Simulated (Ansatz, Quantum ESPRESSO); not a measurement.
# Conductance against width: vacuum gaps between two Ta(100) faces, part 3 of 4

Wanted: T at the Fermi level along a series, and its decay constant, for vacuum gaps between two Ta(100) faces.

Quantum ESPRESSO 7.5; plane-wave DFT, PBE, JTH PAW pseudopotentials; cross-check by Ansatz 0.2.0 with PAW datasets.

So far. Step 2 (Ground state, 3.5 Å): The run needed 16 iterations to bring the estimated error under 1e-07 Ry; the largest force on any atom, held or free, is 0.86 eV/Å.

## 4. The same in Ansatz, 3.5 Å

A second code with its own PAW datasets, on the same atoms.

Level of this step: plane-wave DFT, PBE, Ansatz PAW (Ansatz 0.2.0).

Contents of input.yaml:

```yaml
crystal:
  lattice:
    - [3.32, 0.0, 0.0]
    - [0.0, 3.32, 0.0]
    - [0.0, 0.0, 35.04]
  atoms:
    - { symbol: Ta, position: [0.0, 0.0, 0.0] }
    - { symbol: Ta, position: [0.5, 0.5, 0.0473744292] }
    - { symbol: Ta, position: [0.0, 0.0, 0.0947488584] }
    - { symbol: Ta, position: [0.5, 0.5, 0.1421232877] }
    - { symbol: Ta, position: [0.0, 0.0, 0.1894977169] }
    - { symbol: Ta, position: [0.5, 0.5, 0.2368721461] }
    - { symbol: Ta, position: [0.0, 0.0, 0.2842465753] }
    - { symbol: Ta, position: [0.5, 0.5, 0.3316210046] }
    - { symbol: Ta, position: [0.0, 0.0, 0.3789954338] }
    - { symbol: Ta, position: [0.5, 0.5, 0.426369863] }
    - { symbol: Ta, position: [0.0, 0.0, 0.5262557078] }
    - { symbol: Ta, position: [0.5, 0.5, 0.573630137] }
    - { symbol: Ta, position: [0.0, 0.0, 0.6210045662] }
    - { symbol: Ta, position: [0.5, 0.5, 0.6683789954] }
    - { symbol: Ta, position: [0.0, 0.0, 0.7157534247] }
    - { symbol: Ta, position: [0.5, 0.5, 0.7631278539] }
    - { symbol: Ta, position: [0.0, 0.0, 0.8105022831] }
    - { symbol: Ta, position: [0.5, 0.5, 0.8578767123] }
    - { symbol: Ta, position: [0.0, 0.0, 0.9052511416] }
    - { symbol: Ta, position: [0.5, 0.5, 0.9526255708] }
kpoints:
  mp_grid: { grid: [7, 7, 1] }
hamiltonian:
  xc: pbe
scf:
  occupations: { method: fermi_dirac, width: 0.1 }
  convergence: { dr2_threshold: 1.0e-08 }
output:
  transmission: { leads: [[0, 2]], e_range: [-0.4, 0.4], de: 0.4, kmesh: [8, 8] }
  write_potential: true
  write_density: true
  volumetric_format: npy
```

Started as:

```console
> ansatz run input.yaml --threads 4 --pin off --max-ram 16384MiB --backend cpu --events-out ev --progress --plain --runs-dir out
```

Numbers of over 12 decimals in the logs are rounded to 6 here.

Output:

```text
Engine: ansatz 0.2.0, aarch64-unknown-linux-gnu
Pseudopotentials: kind: paw
Pseudopotential: Ta, paw, valence charge 13, recommended cutoff 420 eV (normal), Ta.paw.azcp
Functional definition: PBE
  parameter kappa = 0.804
  parameter beta = 0.066725
  exchange = pbe_x(kappa = kappa, mu = beta*pi^2/3)
  correlation = pbe_c(beta = beta)
Crystal: 20 atoms, lattice volume = 386.225 Å³
Basis set: ecut = 420 eV, 7637 PW (Γ)
Bands: 156, of which v1, the nominal top of the filled ones, is band 130 counted from 1 (129 counted from 0)
Symmetry: 16 space group operations
Space group: P4/nmm (ITA 129), of the structure as read, at distance tolerance 7.3e-5 Å
k-points: 10 of 49
Non-local potential: Ta, projectors of the file, l = 0: 3, l = 1: 2, l = 2: 2, l = 3: 1
PAW form: soft (Blöchl's): semilocal exchange-correlation on the pseudo side does not see the compensation charge
PAW one-centre angular grid: Ta, 590 points (default); XC on 64 Gauss nodes
Initial density: superposition of atomic densities (neutral atoms: chi_scale 0, normalization atom), corrected by the library's trained network
Initial wavefunctions: pseudopotential atomic-orbital guess
Functional: x = pbe(κ = 0.804, μ = 0.219515), c = pbe(β = 0.066725)
SCF iter   1: F=—  HF=-198643.110646 eV  |F-HF|=—  |Δ(HF+E_count)|=         —  Δρ=1.19e-2  dr2=9.40e1  ethr=1.77e-3  ⟨swp⟩=5.9  Hψ=6277  notcnv=0  defer=5
preconditioner: auto → Kerker (q_TF=auto, 2.554 Å⁻¹)  [metal: Δε(μ)=0.021 eV  Ē_g=3.967 eV  σ=0.100 eV  W_gap=0.05  n_scr=104 (ndim 8)  ℏωp=18.9 eV  f_vac=0.000  D(μ)=22.38/eV (n_scr^D=236)]
SCF iter   2: F=—  HF=-198642.821444 eV  |F-HF|=—  |Δ(HF+E_count)|=   2.89e-1  Δρ=6.44e-3  dr2=2.95e1  ethr=1.77e-3  ⟨swp⟩=1.0  Hψ=1800  notcnv=0  defer=6
SCF iter   3: F=—  HF=-198642.705706 eV  |F-HF|=—  |Δ(HF+E_count)|=   1.16e-1  Δρ=2.33e-3  dr2=9.33e-1  ethr=1.77e-3  ⟨swp⟩=1.0  Hψ=1538  notcnv=0  defer=6
SCF iter   4: F=—  HF=-198642.702392 eV  |F-HF|=—  |Δ(HF+E_count)|=   3.31e-3  Δρ=9.43e-4  dr2=4.50e-1  ethr=3.59e-4  ⟨swp⟩=1.5  Hψ=1750  notcnv=0  defer=7
SCF iter   5: F=—  HF=-198642.700569 eV  |F-HF|=—  |Δ(HF+E_count)|=   1.82e-3  Δρ=4.58e-4  dr2=1.26e-1  ethr=1.73e-4  ⟨swp⟩=1.0  Hψ=1566  notcnv=0  defer=7
SCF iter   6: F=—  HF=-198642.699964 eV  |F-HF|=—  |Δ(HF+E_count)|=   6.05e-4  Δρ=1.24e-4  dr2=6.10e-3  ethr=4.85e-5  ⟨swp⟩=1.0  Hψ=1542  notcnv=0  defer=7
SCF iter   7: F=—  HF=-198642.699923 eV  |F-HF|=—  |Δ(HF+E_count)|=   4.14e-5  Δρ=1.72e-5  dr2=1.38e-5  ethr=2.35e-6  ⟨swp⟩=1.0  Hψ=1542  notcnv=0  defer=7
SCF iter   8: F=—  HF=-198642.700265 eV  |F-HF|=—  |Δ(HF+E_count)|=   3.42e-4  Δρ=4.89e-6  dr2=3.46e-6  ethr=5.29e-9  ⟨swp⟩=2.7  Hψ=2120  notcnv=0  defer=8
SCF iter   9: F=—  HF=-198642.700265 eV  |F-HF|=—  |Δ(HF+E_count)|=   2.38e-8  Δρ=1.89e-6  dr2=8.90e-7  ethr=1.33e-9  ⟨swp⟩=1.0  Hψ=1542  notcnv=0  defer=8
SCF iter  10: F=—  HF=-198642.700265 eV  |F-HF|=—  |Δ(HF+E_count)|=   6.11e-9  Δρ=5.72e-7  dr2=7.70e-8  ethr=3.42e-10  ⟨swp⟩=1.0  Hψ=1544  notcnv=0  defer=8
SCF iter  11: F=-198642.700265 eV  HF=-198642.700265 eV  |F-HF|=4.37e-10  |Δ(HF+E_count)|=  6.98e-10  Δρ=1.03e-7  dr2=5.17e-10  ethr=3.85e-12  ⟨swp⟩=10.0  Hψ=3947  notcnv=0
SCF 1 converged in 11 iterations: F = -198642.700265 eV  dr2 = 5.17e-10
  greatest PAW one-centre occupation: 0.999 electrons in one spin orbital (limit 2), on the Ta atom at site 14 (counted from 0), in its partial waves of l = 0
transmission: 98 of 960 steps passed
transmission: 194 of 960 steps passed
[...]
transmission: 960 of 960 steps passed
SCF converged after 11 iterations
Free energy (F): -198642.700265 eV
Harris-Foulkes:  -198642.700265 eV  (|F-HF|=4.37e-10)
Internal energy: -198641.834175 eV  (E = F + TS)
E sigma→0 (E₀):  -198642.267220 eV
Entropy (-TS):   -0.866090 eV (-43.304 meV/atom)
Fermi energy:    17.270313 eV
--- Per-component energies (eV) ---
  E_band       = -2448.422750
  E_kinetic    = 7298.051615
  E_local      = -20332.965424  (includes V_loc(G=0)·N_el)
  E_nonlocal   = 292.027815
  E_hartree    = 8309.417421
  E_xc         = -4360.079694
  E_vxc        = -4068.775526  (∫ρ·V_xc dr)
  E_paw        = -167929.751727  (= ΣΔE_a)
  E_vpaw       = -2255.601570  (= ΣTr[D̂ρ^β])
  E_aug_tail   = 0.002697  (compensation charges beyond the density's cutoff)
  E_ewald      = -21918.536878
  E_smearing   = -0.866090  (= −TS)
  E_closure    = -0.000000  (closes the sum)
  Σ components = -198642.700265   (vs F -198642.700265, Δ=0.00e0)
--- Band table (eV; the first three rows and the last of 10) ---
  k-point 0: bands = [... 126 lower, 17.9994, 17.9994, 18.0217, 18.0467, 18.0467, 18.0686, 18.1577, 18.1608, ... 22 higher]
  k-point 1: bands = [... 126 lower, 17.6622, 17.7209, 17.7726, 17.8401, 17.9197, 17.9254, 17.9897, 18.1880, ... 22 higher]
  k-point 2: bands = [... 126 lower, 17.2259, 17.2984, 17.3415, 17.3557, 17.5068, 17.6510, 17.6603, 17.7009, ... 22 higher]
  k-point 9: bands = [... 126 lower, 16.6105, 16.8409, 16.8938, 17.1213, 17.3104, 17.4916, 17.5435, 17.7107, ... 22 higher]
--- Transmission ---
  basis      : 97 plane waves across, 64 finite elements along
  points     : 15, standing for a mesh of 8 x 8
  energies   : 3 from -0.400000 to 0.400000 eV about the Fermi level, 0.400000 eV apart; the leads are filled to 0.000000 eV, and channels, transmission and decay are at 0.000000 eV
  crystal 0  : Ta2, at the sites [0, 2], period 3.3200 Å, over 33.20 Å; its Hamiltonian steps by up to 2.7 meV
    offset         : up to 0.0000 Å between an atom of the period and one for which it stands
    channels       : 2.609375e0 a spin
    conductance    : none, the energies end too early or step too widely for 300 K: set another output.transmission.e_range or a lower de, or, where they end at an eighth of basis.ecutwfc, a higher one
  junction   : crystal 0 to crystal 0, -0.13 to 31.59 Å
    transmission   : 5.624053e-1 a spin
    conductance    : none, the energies end too early or step too widely for 300 K: set another output.transmission.e_range or a lower de, or, where they end at an eighth of basis.ecutwfc, a higher one
```

The job ended after 28 s (4 threads of Arm Neoverse V1, shared host; peak memory 1.5 GiB).

This step gave:

| Property | Result |
| --- | --- |
| free energy | -198642.7003 eV |
| energy at zero smearing | -198642.2672 eV |
| smearing term TS | 0.8661 eV |
| Fermi energy | 17.27 eV |
| symmetry operations | 16 |
| transmission at the Fermi level, one spin | 0.5624 |
| step of the lead's Hamiltonian over a period | 2.7 meV |

Per spin; mean over the k mesh across the current. Transmission, zone mean against energy, zero at the Fermi level:

| energy (eV) | transmission, zone mean |
| --- | --- |
| -0.400 | 0.506 |
| 0.000 | 0.562 |
| 0.400 | 0.533 |

Per spin; mean over the k mesh across the current. The open channels, zone mean by energy, zero at the Fermi level:

| energy (eV) | open channels, zone mean |
| --- | --- |
| -0.400 | 3.17 |
| 0.000 | 2.61 |
| 0.400 | 1.92 |

Ansatz finds T = 0.562 against pwcond's 0.567.

## 5. Self-consistent run, 4.5 Å

Level of this step: plane-wave DFT, PBE, JTH PAW pseudopotentials (Quantum ESPRESSO 7.5).

Contents of j1.scf.in:

```
&control
  prefix = 'j1.scf'
  outdir = './out'
  pseudo_dir = './pseudo'
  calculation = 'scf'
  tprnfor = .true.
/
&system
  ibrav = 0
  nat = 20
  ntyp = 1
  ecutwfc = 45
  ecutrho = 360
  occupations = 'smearing'
  smearing = 'mv'
  degauss = 0.01
/
&electrons
  conv_thr = 1e-07
  mixing_beta = 0.25
  electron_maxstep = 120
  mixing_mode = 'local-TF'
/
ATOMIC_SPECIES
  Ta  180.9479  Ta.GGA_PBE-JTH.UPF
CELL_PARAMETERS angstrom
  3.32000000000000 0.00000000000000 0.00000000000000
  0.00000000000000 3.32000000000000 0.00000000000000
  0.00000000000000 0.00000000000000 36.03999999999999
ATOMIC_POSITIONS crystal
  Ta  0.000000000000 0.000000000000 0.000000000000
  Ta  0.500000000000 0.500000000000 0.046059933407
  Ta  0.000000000000 0.000000000000 0.092119866815
  Ta  0.500000000000 0.500000000000 0.138179800222
  Ta  0.000000000000 0.000000000000 0.184239733629
  Ta  0.500000000000 0.500000000000 0.230299667037
  Ta  0.000000000000 0.000000000000 0.276359600444
  Ta  0.500000000000 0.500000000000 0.322419533851
  Ta  0.000000000000 0.000000000000 0.368479467259
  Ta  0.500000000000 0.500000000000 0.414539400666
  Ta  0.000000000000 0.000000000000 0.539400665927
  Ta  0.500000000000 0.500000000000 0.585460599334
  Ta  0.000000000000 0.000000000000 0.631520532741
  Ta  0.500000000000 0.500000000000 0.677580466149
  Ta  0.000000000000 0.000000000000 0.723640399556
  Ta  0.500000000000 0.500000000000 0.769700332963
  Ta  0.000000000000 0.000000000000 0.815760266371
  Ta  0.500000000000 0.500000000000 0.861820199778
  Ta  0.000000000000 0.000000000000 0.907880133185
  Ta  0.500000000000 0.500000000000 0.953940066593
K_POINTS automatic
  7 7 1 0 0 0
```

Started as:

```console
> OMP_NUM_THREADS=1 mpirun -n 4 pw.x -nk 2 -in j1.scf.in > j1.scf.out
```

Output:

```text
[banner, memory and clock lines left out]
Program PWSCF v.7.5 starts
[...]
Message from routine setup:
[...]
number of electrons       =       260.00
     number of Kohn-Sham states=          156
     kinetic-energy cutoff     =      45.0000  Ry
     charge density cutoff     =     360.0000  Ry
[...]
number of k points=    10  Marzari-Vanderbilt smearing, width (Ry)=  0.0100
[...]
Dense  grid:   308999 G-vectors     FFT dimensions: (  40,  40, 432)
[...]
Starting wfcs are  360 randomized atomic wfcs
[...]
estimated scf accuracy    <      40.67832474 Ry
[...]
estimated scf accuracy    <      17.06860725 Ry
[...]
estimated scf accuracy    <       1.13910246 Ry
[...]
estimated scf accuracy    <       0.23899848 Ry
[...]
estimated scf accuracy    <       3.02912230 Ry
[...]
estimated scf accuracy    <       0.01045331 Ry
[...]
estimated scf accuracy    <       0.01693514 Ry
[...]
estimated scf accuracy    <       0.00119846 Ry
[...]
estimated scf accuracy    <       0.00362110 Ry
[...]
estimated scf accuracy    <       0.00122714 Ry
[...]
estimated scf accuracy    <       0.00003855 Ry
[...]
estimated scf accuracy    <       0.00011430 Ry
[...]
estimated scf accuracy    <       0.00004023 Ry
[...]
estimated scf accuracy    <       0.00000620 Ry
[...]
estimated scf accuracy    <       0.00000153 Ry
[...]
estimated scf accuracy    <       0.00000070 Ry
[...]
estimated scf accuracy    <       0.00000010 Ry
[...]
the Fermi energy is    16.3858 ev
!    total energy              =  -14542.45790877 Ry
[...]
estimated scf accuracy    <       0.00000001 Ry
     smearing contrib. (-TS)   =       0.00263283 Ry
     internal energy E=F+TS    =  -14542.46054160 Ry
[...]
one-electron contribution =   -1801.86847588 Ry
     hartree contribution      =    1073.12285106 Ry
     xc contribution           =    -543.88162510 Ry
     ewald contribution        =   -1171.13950190 Ry
[...]
convergence has been achieved in  18 iterations
[...]
Total force =     0.081734     Total SCF correction =     0.000443
[...]
```

Elapsed: 6.2 min, on 4 MPI ranks; peak memory 1.9 GiB.

Read from the output:

```
free energy  : -197860.2196 eV
Fermi energy : 16.39 eV
```

## 6. The open system, 4.5 Å

Contents of j1.cond.in:

```
&inputcond
  outdir = './out'
  prefixt = 'j1.scf'
  tran_file = 'j1.cond.dat'
  bdl = 2.0000000000
  bds = 10.8554216867
  ikind = 1
  ewind = 4.0
  epsproj = 1e-05
  nz1 = 7
  energy0 = 0.4
  denergy = -0.4
/
15
  0.00000000 0.00000000 0.01562500
  0.00000000 0.12500000 0.06250000
  0.00000000 0.25000000 0.06250000
  0.00000000 0.37500000 0.06250000
  0.00000000 0.50000000 0.03125000
  0.12500000 0.12500000 0.06250000
  0.12500000 0.25000000 0.12500000
  0.12500000 0.37500000 0.12500000
  0.12500000 0.50000000 0.06250000
  0.25000000 0.25000000 0.06250000
  0.25000000 0.37500000 0.12500000
  0.25000000 0.50000000 0.06250000
  0.37500000 0.37500000 0.06250000
  0.37500000 0.50000000 0.06250000
  0.50000000 0.50000000 0.01562500
3
```

Started as:

```console
> OMP_NUM_THREADS=1 mpirun -n 4 pwcond.x -in j1.cond.in > j1.cond.out
```

Output:

```text
[banner, memory and clock lines left out]
Program PWCOND v.7.5 starts
[citation notice left out]

[...]
./out/j1.scf.save/
     file Ta.GGA_PBE-JTH.UPF: wavefunction(s)  5S 6S 5P 6P 5D 0D renormalized

     IMPORTANT: XC functional enforced from input :
     Exchange-correlation= PBE
                           (   1   4   3   4   0   0   0)
     Any further DFT definition will be discarded
     Please, verify this is what you really want

     Reading collected, re-writing distributed wavefunctions

===== INPUT FILE containing all the regions =====

[...]
0.3022572   0.0000427  -0.4000000
 Left moving states:
   k1(2pi/a)   k2(2pi/a)   E-Ef (eV)
  -0.3022572   0.0000427  -0.4000000
  -0.3022572   0.0000427  -0.4000000

 to transmit
 Band j to band i transmissions and reflections:
    j         i     |T_ij|^2    |R_ij|^2

    1 -->     1     0.01417     0.61903
    1 -->     2     0.00000     0.36680
   Total T_j, R_j =    0.01417  0.98583

    2 -->     1     0.00000     0.36680
    2 -->     2     0.01417     0.61903
   Total T_j, R_j =    0.01417  0.98583

E-Ef(ev), T(x2 spins) =   -0.4000000   0.0566943
   T_tot     0.40000      0.82876E+00
   T_tot     0.00000      0.58624E+00
   T_tot    -0.40000      0.47161E+00

[...]
```

Wall time 2.9 min (4 MPI ranks); peak memory 0.39 GiB; 11 min of CPU time.

Read from the output:

- transmission at the Fermi level, one spin: 0.2931
- conductance: 0.2931 G₀

Per spin; mean over the k mesh across the current. Table of transmission, zone mean by energy, zero at the Fermi level:

| energy (eV) | transmission, zone mean |
| --- | --- |
| -0.400 | 0.236 |
| 0.000 | 0.293 |
| 0.400 | 0.414 |

T goes from 0.567 to 0.293, a factor of 1.9.

## 7. The same in Ansatz, 4.5 Å

Level of this step: plane-wave DFT, PBE, Ansatz PAW (Ansatz 0.2.0).

Contents of input.yaml:

```yaml
crystal:
  lattice:
    - [3.32, 0.0, 0.0]
    - [0.0, 3.32, 0.0]
    - [0.0, 0.0, 36.04]
  atoms:
    - { symbol: Ta, position: [0.0, 0.0, 0.0] }
    - { symbol: Ta, position: [0.5, 0.5, 0.0460599334] }
    - { symbol: Ta, position: [0.0, 0.0, 0.0921198668] }
    - { symbol: Ta, position: [0.5, 0.5, 0.1381798002] }
    - { symbol: Ta, position: [0.0, 0.0, 0.1842397336] }
    - { symbol: Ta, position: [0.5, 0.5, 0.230299667] }
    - { symbol: Ta, position: [0.0, 0.0, 0.2763596004] }
    - { symbol: Ta, position: [0.5, 0.5, 0.3224195339] }
    - { symbol: Ta, position: [0.0, 0.0, 0.3684794673] }
    - { symbol: Ta, position: [0.5, 0.5, 0.4145394007] }
    - { symbol: Ta, position: [0.0, 0.0, 0.5394006659] }
    - { symbol: Ta, position: [0.5, 0.5, 0.5854605993] }
    - { symbol: Ta, position: [0.0, 0.0, 0.6315205327] }
    - { symbol: Ta, position: [0.5, 0.5, 0.6775804661] }
    - { symbol: Ta, position: [0.0, 0.0, 0.7236403996] }
    - { symbol: Ta, position: [0.5, 0.5, 0.769700333] }
    - { symbol: Ta, position: [0.0, 0.0, 0.8157602664] }
    - { symbol: Ta, position: [0.5, 0.5, 0.8618201998] }
    - { symbol: Ta, position: [0.0, 0.0, 0.9078801332] }
    - { symbol: Ta, position: [0.5, 0.5, 0.9539400666] }
kpoints:
  mp_grid: { grid: [7, 7, 1] }
hamiltonian:
  xc: pbe
scf:
  occupations: { method: fermi_dirac, width: 0.1 }
  convergence: { dr2_threshold: 1.0e-08 }
output:
  transmission: { leads: [[0, 2]], e_range: [-0.4, 0.4], de: 0.4, kmesh: [8, 8] }
  write_potential: true
  write_density: true
  volumetric_format: npy
  elf: true
```

Started as:

```console
> ansatz run input.yaml --threads 4 --pin off --max-ram 16384MiB --backend cpu --events-out ev --progress --plain --runs-dir out
```

Output:

```text
[...]
Crystal: 20 atoms, lattice volume = 397.247 Å³
Basis set: ecut = 420 eV, 7841 PW (Γ)
Bands: 156, of which v1, the nominal top of the filled ones, is band 130 counted from 1 (129 counted from 0)
Symmetry: 16 space group operations
[...]
k-points: 10 of 49
[...]
k-point 9: bands = [... 126 lower, 16.0193, 16.3078, 16.3261, 16.5895, 16.7209, 16.9121, 17.0410, 17.1812, ... 22 higher]
--- Transmission ---
  basis      : 97 plane waves across, 65 finite elements along
  points     : 15, standing for a mesh of 8 x 8
[...]
channels       : 2.609375e0 a spin
[...]
junction   : crystal 0 to crystal 0, -0.13 to 32.59 Å
    transmission   : 2.945526e-1 a spin
[...]
[key lines of the parts left out:]
SCF converged after 9 iterations
Free energy (F): -198642.038280 eV
Fermi energy:    16.710823 eV
```

Wall time 28 s (4 threads); peak memory 1.5 GiB; 1.7 min of CPU time.

Read from the output:

```
free energy                                  : -198642.0383 eV
energy at zero smearing                      : -198641.6178 eV
smearing term TS                             : 0.8410 eV
Fermi energy                                 : 16.71 eV
transmission at the Fermi level, one spin    : 0.2946
step of the lead's Hamiltonian over a period : 2.5 meV
```

Per spin; mean over the k mesh across the current. Transmission, zone mean against energy, zero at the Fermi level:

| energy (eV) | transmission, zone mean |
| --- | --- |
| -0.400 | 0.213 |
| 0.000 | 0.295 |
| 0.400 | 0.412 |

Ansatz finds T = 0.295 against pwcond's 0.293.

(Part 3 of 4 ends here.)

[Logs are printed without paths, hosts, clocks, repeated set-up lines and the standing remarks that a program may print on its own settings, such as how far it seeks lower states.]

[Hosts, paths, dates, database ids (printed as entryN), source tags and the programs' standing remarks are cut or masked in the printed files.]

[Maps of the electrostatic potential energy from Ansatz leave out the sawtooth potential of an applied field or a dipole correction, so their vacuum need not be flat; planar profiles and work functions include it.]
